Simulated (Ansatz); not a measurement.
# 1T-NiF2 monolayer in a perpendicular field, part 3 of 3

What dipole does a perpendicular field induce in the 1T-NiF2 monolayer, and does the gap follow? A positive field points along +c.

Ansatz 0.2.0; plane-wave DFT, PBE-D3(BJ), Ansatz PAW.

So far, gap along the path (eV): 1.54 in steps 3, 5, 6, 7 and 8.

### Step 9. Response, atoms held

This step: plane-wave DFT, PBE-D3(BJ), Ansatz PAW; response to a field along the normal, atoms held (Ansatz 0.2.0).

The dipoles give the slope, and the difference of two potentials shows where the field is screened.

This step gave:

| Quantity | Value |
| --- | --- |
| equivalent conductor thickness p/(ε₀AE) | 2.460 Å |
| distance between the outer atoms | 1.975 Å |

Table of dipole of the cell by applied field:

```tsv
applied field (V/Å)	dipole of the cell (e·Å)
-0.200	-0.0224
-0.100	-0.0112
0.000	0
0.100	0.0112
0.200	0.0224
0.350	0.0392
```

The total moment stays at 2 μB for applied field from -0.2 to 0.35 V/Å.

Local field over the applied field, running mean. From the potentials at -0.1 and 0.1 V/Å; running mean over 2.5 Å. The local field over applied field by z:

```tsv
z (Å)	local field over applied field
4.5	1.000
5.0	1.000
5.5	0.999
6.0	0.996
6.5	0.986
7.0	0.950
7.5	0.865
8.0	0.737
8.5	0.585
9.0	0.442
9.5	0.322
10.0	0.280
10.5	0.327
11.0	0.449
11.5	0.592
12.0	0.744
12.5	0.871
13.0	0.953
13.5	0.986
14.0	0.996
14.5	0.999
15.0	1.000
15.5	1.000
```

The induced electron density oscillates, so the rows of the table below give means over windows of 0.74 Å about each position, cut where the curve ends. Its maxima inside the range that stand out by 2 % of the span (Å: e/Å³ per V/Å): 8.43: 0.00341, 9.17: 0.00247, 10.36: 5.5e-4, 11.10: -0.00178. Its minima: 8.88: 0.00178, 9.62: -5.5e-4, 10.80: -0.00247, 11.54: -0.00341.

Electrons, planar mean, per unit field. The induced electron density by z; means over each step:

z (Å), induced electron density (e/Å³ per V/Å) and a bar from the least value:
```
     4.51    0.00000 ##############
     5.25    0.00000 ##############
     5.99    0.00001 ##############
     6.73    0.00011 ###############
     7.47    0.00074 ###################
     8.21    0.00270 ##############################
     8.95    0.00218 ###########################
     9.69   -0.00004 ##############
    10.43   -0.00035 ############
    11.17   -0.00244 
    11.91   -0.00232 #
    12.65   -0.00051 ###########
    13.39   -0.00007 ##############
    14.13   -0.00001 ##############
    14.87    0.00000 ##############
    15.61    0.00000 ##############
```

By hand: between -0.1 and 0.1 V/Å the dipole changes by 0.02239 e·Å, a slope of 0.1120 e·Å²/V. A perfect conductor of thickness t has p = ε₀AEt, so t = 180.95 × 0.1120 / 8.235 = 2.46 Å (e/ε₀ = 180.95 V·Å, A in Å²).

The induced dipole is that of a conductor 2.46 Å thick.

### Step 10. The same run with other settings: scf.convergence.dr2_threshold = 1e-11

This step: plane-wave DFT, PBE-D3(BJ), Ansatz PAW (Ansatz 0.2.0).

A run with a changed input: it repeats the earlier run at 0.1 V/Å with scf.convergence.dr2_threshold from 1e-10 to 1e-11.

The input, input.yaml:

```yaml
crystal:
  lattice:
    - [3.0836829653, 0.0, 0.0]
    - [-1.5418414826, 2.6705477851, 0.0]
    - [0.0, 0.0, 19.974608758]
  atoms:
    - { symbol: F, position: [0.6666666667, 0.3333333333, 0.4505720292], spin: 0.15 }
    - { symbol: Ni, position: [0.0, 0.0, 0.5], spin: 1.65 }
    - { symbol: F, position: [0.3333333333, 0.6666666667, 0.5494279708], spin: 0.15 }
magnetization:
  spin_polarized: true
kpoints:
  mp_grid: { grid: [24, 24, 1] }
  band_path:
    path: [[0, 0, 0], [0.5, 0, 0], [0.33333333, 0.33333333, 0], [0, 0, 0]]
    npoints: 16
hamiltonian:
  xc: pbe
  dispersion: d3bj
scf:
  occupations: { method: fermi_dirac, width: 0.05 }
  convergence: { dr2_threshold: 1.0e-11 }
efield:
  axis: 3
  dipole_correction: true
  ramp_position: 0.97
  ramp_width: 0.06
  amplitude: 0.1
output:
  write_potential: true
  write_density: true
  volumetric_format: npy
```

The run is started by

```sh
> ansatz run input.yaml --threads 2 --pin off --max-ram 3072MiB --backend cpu --events-out ev --progress --plain --runs-dir out
```

Numbers of over 12 decimals in the logs are rounded to 6 here.

Output:

```text
[...]
Crystal: 3 atoms, lattice volume = 164.493 Å³
Basis set: ecut = 420 eV, 3187 PW (Γ)
Bands: 21, of which v1, the nominal top of the filled ones, is band 16 counted from 1 (15 counted from 0)
Symmetry: 6 space group operations
k-points: 61 of 576 (time reversal used)
[...]
Starting moments: Σ|m| = 1.95 μB on 3 of 3 sites
[...]
SCF iter   1: F=—  HF=-7452.652871 eV  |F-HF|=—  |Δ(HF+E_count)|=         —  Δρ=3.34e-2 (↑2.53e-2 ↓3.34e-2)  dr2=1.52e0  dr2_m=5.38e-1  M=2.000 μB ∫|m|=2.023 μB  β_m=1.00  ethr=3.10e-3  p=0.016 e·Å  D=1.72e-2 V/Å  ΔV_dip=-0.34 eV  dr2_dipole=4.39e-5  V_vac-E_F(+/−)=6.40/5.03 eV  ⟨swp⟩=6.9  Hψ=13372  notcnv=0
[...]
SCF iter  16: F=-7456.043411 eV  HF=-7456.043411 eV  |F-HF|=1.09e-11  |Δ(HF+E_count)|=  3.64e-12  Δρ=4.12e-8 (↑2.26e-8 ↓4.12e-8)  dr2=1.32e-12  dr2_m=2.17e-13  M=2.000 μB ∫|m|=2.046 μB  ethr=1.00e-12  p=0.011 e·Å  D=1.23e-2 V/Å  ΔV_dip=-0.25 eV  dr2_dipole=2.56e-17  V_vac-E_F(+/−)=7.17/5.70 eV  ⟨swp⟩=1.9  Hψ=7437  notcnv=0
SCF 1 converged in 16 iterations: F = -7456.043411 eV  dr2 = 1.32e-12
[...]
SCF converged after 16 iterations
Magnetization: 2.0000 μB (17.0000 up, 15.0000 down)
Absolute magnetization: 2.0444 μB (∫|ρ↑−ρ↓|, with the PAW one-centre terms)
[...]
Per-site moments (μB) at R_I (Å): [(0.144495, 0.839766), (1.651126, 0.839766), (0.146785, 0.839766)]
Free energy (F): -7456.043411 eV
[...]
Internal energy: -7456.043411 eV  (E = F + TS)
E sigma→0 (E₀):  -7456.043411 eV
Entropy (-TS):   -0.000000 eV (-0.000 meV/atom)
Fermi energy:    -3.600687 eV
Dipole field:    D = 0.012316 V/Å  (p = 0.011196 e·Å, saw-weighted, corrected)
Work function:   not extracted (applied field tilts the vacuum); planar V_es + V_field profile in the machine report
[...]
--- Band table (eV; the first three rows and the last of 122) ---
  k-point 0 ↑: bands = [... 12 lower, -6.0713, -6.0713, -5.3022, -4.8149, -4.8149, -0.5433, 1.8880, 2.5227, ... 1 higher]
  k-point 1 ↑: bands = [... 12 lower, -6.0600, -6.0519, -5.3025, -4.8408, -4.8242, -0.4808, 1.9298, 2.5607, ... 1 higher]
  k-point 2 ↑: bands = [... 12 lower, -6.0327, -5.9983, -5.3052, -4.9130, -4.8506, -0.2981, 2.0527, 2.6739, ... 1 higher]
  k-point 60 ↓: bands = [... 12 lower, -4.7822, -4.6011, -4.5995, -2.6483, -2.6482, 5.4171, 7.2378, 7.2799, ... 1 higher]
```

The job ended after 80 s (2 threads of Arm Neoverse N1, shared host; peak memory 0.72 GiB).

This step gave:

```yaml
site_moments: 0.1445, 1.651, 0.1468 μB
dipole_along_the_normal: 0.01120 e·Å
```

Deep bands are left out, so band numbers here count from the lowest band kept and differ from the log's. Electronic bands along the path, in eV, zero at the Fermi level of the run, which the smearing sets inside the gap; # counts the bands kept:

```tsv
point	up #8	up #9	up #10	up #11	down #8	down #9	down #10	down #11
Γ	-2.47	-1.70	-1.21	-1.21	-1.31	-0.75	1.25	1.25
halfway	-2.11	-1.84	-1.66	-1.41	-1.13	-0.83	0.84	1.21
M	-2.20	-2.03	-1.66	-1.30	-1.07	-1.02	0.81	1.23
halfway	-2.15	-1.99	-1.74	-1.48	-1.05	-1.02	0.86	1.10
K	-2.01	-2.00	-1.71	-1.71	-1.00	-1.00	0.95	0.95
halfway	-2.13	-1.92	-1.75	-1.49	-1.10	-0.89	0.87	1.11
Γ	-2.47	-1.70	-1.21	-1.21	-1.31	-0.75	1.25	1.25
```

```tsv
quantity	this run	earlier run	difference
dipole along the normal (e·Å)	0.01120	0.01120	1.0e-8
gap along the path (eV)	1.537	1.537	0
total moment (μB)	2.000	2.000	1.8e-15
```

Nothing in the table moves by 0.01 in its unit (for the dipole 0.5 % and 5e-5 e·Å). The run took 16 SCF cycles against 15.

No band crosses the Fermi level on this path.

### Step 11. Results

| Property | Result |
| --- | --- |
| gap without field | 1.54 eV |
| ionisation energy, upper face | 7.18 eV |
| electron affinity, upper face | 5.64 eV |
| equivalent conductor thickness, atoms held | 2.46 Å |

The induced dipole equals that of a perfect conductor 2.46 Å thick, while the outer atoms lie 1.97 Å apart; an out-of-plane ε follows only once a thickness t is chosen, by 1 − 1/ε = 2.46 Å / t. The gap stays within 0.01 eV of 1.54 eV over the fields run, up to 0.35 V/Å in size. Semilocal functionals give gaps that are too small, and excitons are not included. The magnetic order is the one reached from the typed start; other orders were not compared.

[Logs are printed without paths, hosts, clocks, repeated set-up lines and the standing remarks that a program may print on its own settings, such as how far it seeks lower states.]

[Hosts, paths, dates, database ids (printed as entryN), source tags and the programs' standing remarks are cut or masked in the printed files.]

[Maps of the electrostatic potential energy from Ansatz leave out the sawtooth potential of an applied field or a dipole correction, so their vacuum need not be flat; planar profiles and work functions include it.]
